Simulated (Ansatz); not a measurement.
# H5C5NCl2 (P2_1/m) (156 atoms) under strain, part 3 of 3

How stiff is H5C5NCl2 (P2_1/m) (156 atoms), and how do its levels respond to strain?

Ansatz 0.2.0; Kohn-Sham DFT, revPBE+D4, PAW (set soft_2), plane waves.

The cell: 60 H, 60 C, 12 N and 24 Cl. The Brillouin zone is sampled at Γ only.

So far. Step 10 (Stretched by 1 % along x): The relaxation converged after 3 steps, 0.0514 eV below its start, with a largest force component of 0.021 eV/Å. Step 10 (Stretched by 1 % along x): Stretched by 1 % along x: the energy stands 0.00815 eV above that of the reference, at a pressure of -0.0765 GPa.

### 11. Compressed by 1 % along x

The relaxed cell is strained along x alone, which gives the stiffness along x and its coupling to y and z.

The input, input.yaml:

```yaml
crystal:
  lattice:
    - [13.4541, -0.00027, -0.18558]
    - [-0.00031, 15.94575, 0.00143]
    - [-1.52855, 0.00082, 8.57803]
  atoms:
    [... the 156 atom lines of step 4 ...]
kpoints:
  mp_grid: { grid: [1, 1, 1] }
hamiltonian:
  xc: revpbe
  dispersion: d4
scf:
  occupations: { method: fermi_dirac, width: 0.05 }
output:
  forces: true
  eigenvalues: true
  stress: true
relax:
  f_tol: 0.05
  max_steps: 70
```

The run is started by

```
$ ansatz run input.yaml --threads 4 --pin off --max-ram 8192MiB --backend cpu --events-out ev --progress --plain --runs-dir out
```

Numbers of over 12 decimals in the logs are rounded to 6 here.

The log of the run:

```text
[...]
Crystal: 156 atoms, lattice volume = 1835.770 Å³
Basis set: ecut = 420 eV, 35941 PW (Γ), exchange–correlation on 180×216×120 points (8 copies of the dense FFT grid, shifted against one another)
Bands: 420, of which v1, the nominal top of the filled ones, is band 264 counted from 1 (263 counted from 0)
Symmetry: 1 space group operations
[...]
k-points: 1
[...]
SCF iter   1: F=—  HF=-46716.764337 eV  |F-HF|=—  |Δ(HF+E_count)|=         —  Δρ=5.10e-3  dr2=6.76e-1  ethr=1.77e-3  ⟨swp⟩=6.0  Hψ=1923  notcnv=0  defer=68
[...]
SCF iter   6: F=—  HF=-46716.651028 eV  |F-HF|=—  |Δ(HF+E_count)|=   1.34e-4  Δρ=4.58e-5  dr2=3.60e-5  ethr=5.71e-8  ⟨swp⟩=2.0  Hψ=523  notcnv=0  defer=134
SCF iter   7: F=-46716.651095 eV  HF=-46716.651091 eV  |F-HF|=4.29e-6  |Δ(HF+E_count)|=   6.24e-5  Δρ=1.09e-5  dr2=2.30e-6  ethr=6.82e-9  ⟨swp⟩=20.0  Hψ=3134  notcnv=0
SCF 1 converged in 7 iterations: F = -46716.651095 eV  dr2 = 2.30e-6
[...]
relax step   1: F+E_penalty+E_count = -46716.65109496 eV  Δ(F+E_penalty+E_count) = +0.000e0 eV  max|allowed force component| = 1.508e-1 eV/Å  Δτ_max = 0.0000 Å  (7 SCF iters, dr2 threshold 6.25e-5 eV, accepted)
[...]
relax step   2: F+E_penalty+E_count = -46716.68826237 eV  Δ(F+E_penalty+E_count) = -3.717e-2 eV  max|allowed force component| = 7.912e-2 eV/Å  Δτ_max = 0.0571 Å  (8 SCF iters, accepted)
[...]
relax step   3: F+E_penalty+E_count = -46716.70400473 eV  Δ(F+E_penalty+E_count) = -1.574e-2 eV  max|allowed force component| = 2.416e-2 eV/Å  Δτ_max = 0.0444 Å  (8 SCF iters, accepted)
SCF converged after 8 iterations
Free energy (F): -46716.704005 eV
[...]
Internal energy: -46716.704005 eV  (E = F + TS)
E sigma→0 (E₀):  -46716.704005 eV
Fermi energy:    2.815146 eV
[...]
Σ components = -46716.704005   (vs F -46716.704005, Δ=0.00e0)
--- Forces (eV/Å), atoms counted from 1 ---
  atom   1  H      0.01261781    -0.00014179    -0.01741027
  atom   2  H     -0.01260696     0.00010508     0.01749574
  atom   3  H      0.00038015     0.00114785     0.00345078
  atom   4  H     -0.00033502     0.00147418    -0.00394804
[...]
atom 156  Cl     0.00281169     0.00109177    -0.00041256
  max |Σ_I F_I| component: 3.02e-6 eV/Å
--- Stress (GPa, compression-positive) ---
        0.145225      -0.001084      -0.036051
       -0.001084       0.002883       0.000408
       -0.036052       0.000408       0.115073
  P = ⅓ Tr σ = 0.0877 GPa (0.877 kbar)
--- Band table (eV) ---
[...]
--- Relaxed structure (3 steps of the walk, 3 accepted, 0 SCFs on fresh bases) ---
  F+E_penalty+E_count = -46716.70400473 eV   max|allowed force component| = 2.416e-2 eV/Å
  atoms:
    - { symbol: H, position: [0.070388, 0.125070, 0.452343] }
    - { symbol: H, position: [0.262928, 0.374837, 0.547368] }
    - { symbol: H, position: [0.114049, 0.494599, 0.356177] }
    - { symbol: H, position: [0.219077, 0.244254, 0.643837] }
[...]
- { symbol: Cl, position: [0.996883, 0.875103, 0.376661] }
```

Run time: 40 s. Hardware: 4 threads of Intel Xeon 6975P-C (Granite Rapids), shared host; peak memory 2.5 GiB; 2.5 min of CPU time.

The relaxation converged after 3 steps, 0.0529 eV below its start, with a largest force component of 0.024 eV/Å.

Compressed by 1 % along x: the energy stands 0.00881 eV above that of the reference, at a pressure of 0.0877 GPa.

### 12. Sheared by 2 % in xy

A shear of the relaxed cell gives the modulus that volume changes can't reach.

input.yaml, the sections that differ from step 11:

```yaml
crystal:
  lattice:
    - [13.59, 0.13563, -0.18558]
    - [0.15915, 15.94575, 0.00143]
    - [-1.54398, -0.01462, 8.57803]
  atoms:
    [... the 156 atom lines of step 4 ...]
# kpoints, hamiltonian, scf, output, relax: as in step 11
```

The log of the run:

```text
[...]
Crystal: 156 atoms, lattice volume = 1854.129 Å³
Basis set: ecut = 420 eV, 36305 PW (Γ), exchange–correlation on 192×216×120 points (8 copies of the dense FFT grid, shifted against one another)
Bands: 420, of which v1, the nominal top of the filled ones, is band 264 counted from 1 (263 counted from 0)
Symmetry: 1 space group operations
[...]
k-points: 1
[...]
SCF iter   1: F=—  HF=-46716.642640 eV  |F-HF|=—  |Δ(HF+E_count)|=         —  Δρ=5.09e-3  dr2=6.90e-1  ethr=1.77e-3  ⟨swp⟩=6.0  Hψ=1918  notcnv=0  defer=71
[...]
SCF iter   7: F=-46716.526779 eV  HF=-46716.526775 eV  |F-HF|=4.31e-6  |Δ(HF+E_count)|=   6.54e-5  Δρ=1.09e-5  dr2=2.46e-6  ethr=7.17e-9  ⟨swp⟩=17.0  Hψ=3015  notcnv=0
SCF 1 converged in 7 iterations: F = -46716.526779 eV  dr2 = 2.46e-6
[...]
relax step   1: F+E_penalty+E_count = -46716.52677914 eV  Δ(F+E_penalty+E_count) = +0.000e0 eV  max|allowed force component| = 5.480e-1 eV/Å  Δτ_max = 0.0000 Å  (7 SCF iters, dr2 threshold 6.25e-5 eV, accepted)
[...]
relax step   2: F+E_penalty+E_count = -46716.66354330 eV  Δ(F+E_penalty+E_count) = -1.368e-1 eV  max|allowed force component| = 1.761e-1 eV/Å  Δτ_max = 0.0497 Å  (6 SCF iters, dr2 threshold 1.88e-5 eV, accepted)
[...]
relax step   3: F+E_penalty+E_count = -46716.70003807 eV  Δ(F+E_penalty+E_count) = -3.649e-2 eV  max|allowed force component| = 1.219e-2 eV/Å  Δτ_max = 0.0385 Å  (8 SCF iters, accepted)
SCF converged after 8 iterations
Free energy (F): -46716.700038 eV
[...]
Internal energy: -46716.700038 eV  (E = F + TS)
E sigma→0 (E₀):  -46716.700038 eV
Fermi energy:    2.743172 eV
[...]
--- Forces (eV/Å), atoms counted from 1 ---
  atom   1  H     -0.00299148    -0.00157571     0.00227815
  atom   2  H      0.00228320     0.00149011    -0.00167319
  atom   3  H      0.00505923     0.00293099    -0.00704977
  atom   4  H      0.00353445    -0.00228355    -0.00828173
  atom   5  H     -0.00499092    -0.00323085     0.00713780
  atom   6  H     -0.00440523     0.00322068     0.00767915
  atom   7  H      0.00048773    -0.00136630     0.00330187
  atom   8  H     -0.00177570    -0.00061457     0.00362312
  atom   9  H     -0.00069171     0.00064482    -0.00247924
  atom  10  H      0.00309228     0.00198129    -0.00247083
  atom  11  C      0.00241747     0.00297717     0.00197590
  atom  12  C      0.00511034    -0.00540896    -0.00481511
  atom  13  C     -0.00329816    -0.00144348    -0.00187292
  atom  14  C     -0.00598249     0.00387565     0.00584470
[...]
atom 155  Cl    -0.00110067     0.00277528     0.00107083
  atom 156  Cl    -0.00061423    -0.00192889     0.00044424
  max |Σ_I F_I| component: 3.56e-6 eV/Å
--- Stress (GPa, compression-positive) ---
        0.019861      -0.128784       0.001049
       -0.128785       0.010682       0.011129
        0.001049       0.011129      -0.002439
  P = ⅓ Tr σ = 0.0094 GPa (0.094 kbar)
--- Band table (eV) ---
[...]
--- Relaxed structure (3 steps of the walk, 3 accepted, 0 SCFs on fresh bases) ---
  F+E_penalty+E_count = -46716.70003807 eV   max|allowed force component| = 1.219e-2 eV/Å
  atoms:
    - { symbol: H, position: [0.069634, 0.123729, 0.451965] }
    - { symbol: H, position: [0.263682, 0.376184, 0.547845] }
    - { symbol: H, position: [0.114306, 0.493243, 0.353496] }
    - { symbol: H, position: [0.220962, 0.245669, 0.640656] }
[...]
- { symbol: Cl, position: [0.997571, 0.875419, 0.377081] }
```

The job ended after 38 s (4 threads; peak memory 2.5 GiB).

The relaxation converged after 3 steps, 0.173 eV below its start, with a largest force component of 0.012 eV/Å.

Sheared by 2 % in xy: the energy stands 0.0128 eV above that of the reference, at a pressure of 0.00937 GPa.

### 13. Pressure against volume

Atoms are relaxed at each volume, in the scaled cell.

```
volume change (%)  volume (Å³/atom)  energy change (meV/atom)  pressure (GPa)  largest move on relaxing (Å)  bonds  gap (eV)
              -10            10.698                      5.90            1.91                          0.22    144                2.96
               -6            11.173                      1.80            0.91                          0.15    144                2.87
               -3            11.530                      0.42            0.36                          0.08    144                2.83
               +0            11.887                      0.00            0.00                             -    144                2.79
               +3            12.243                      0.31           -0.25                          0.08    144                2.76
               +6            12.600                      1.07           -0.41                          0.19    144                2.76
```

### 14. Uniaxial strain and shear

Stress (GPa, compression positive) less that of the relaxed cell, atoms relaxed:

| strain | xx | yy | zz | xy | energy change (meV/atom) |
| --- | --- | --- | --- | --- | --- |
| stretched by 1 % along x | -0.117 | -0.007 | -0.112 | -0.003 | 0.05 |
| compressed by 1 % along x | 0.128 | 0.011 | 0.116 | -0.002 | 0.06 |
| sheared by 2 % in xy | 0.003 | 0.019 | -0.001 | -0.130 | 0.08 |

### 15. What came out

The bulk modulus, from the slope of pressure against ln V over the three points nearest the relaxed volume, is 10.2 GPa; a quadratic over all points gives a pressure derivative of about 13. The gap goes from 2.96 eV at the smallest volume to 2.76 eV at the largest, -1.2 eV per unit of ln V by a straight line, not monotonically (lowest 2.76, highest 2.96 eV), on the run's k-points. In the Cartesian axes of the cell, finite differences give C11 = 12.3, C12 = 0.939, C13 = 11.4 and C66 = 6.51 GPa (the shear of 2 % is the engineering strain, εxy = 0.01).

**Limits.** Strains are finite and relaxations stop at the force tolerance of the input, which can leave moduli too stiff; they are those of a static cell at zero temperature. Volumes are changed with the cell's shape held, so in an anisotropic solid the modulus lies over the one under free hydrostatic load. The program notes that the SCF threshold of the relaxations is loose for the stress.

The DFT runs together took 9 min of wall time.

[Logs are printed without paths, hosts, clocks, repeated set-up lines and the standing remarks that a program may print on its own settings, such as how far it seeks lower states.]

[Hosts, paths, dates, database ids (printed as entryN), source tags and the programs' standing remarks are cut or masked in the printed files.]
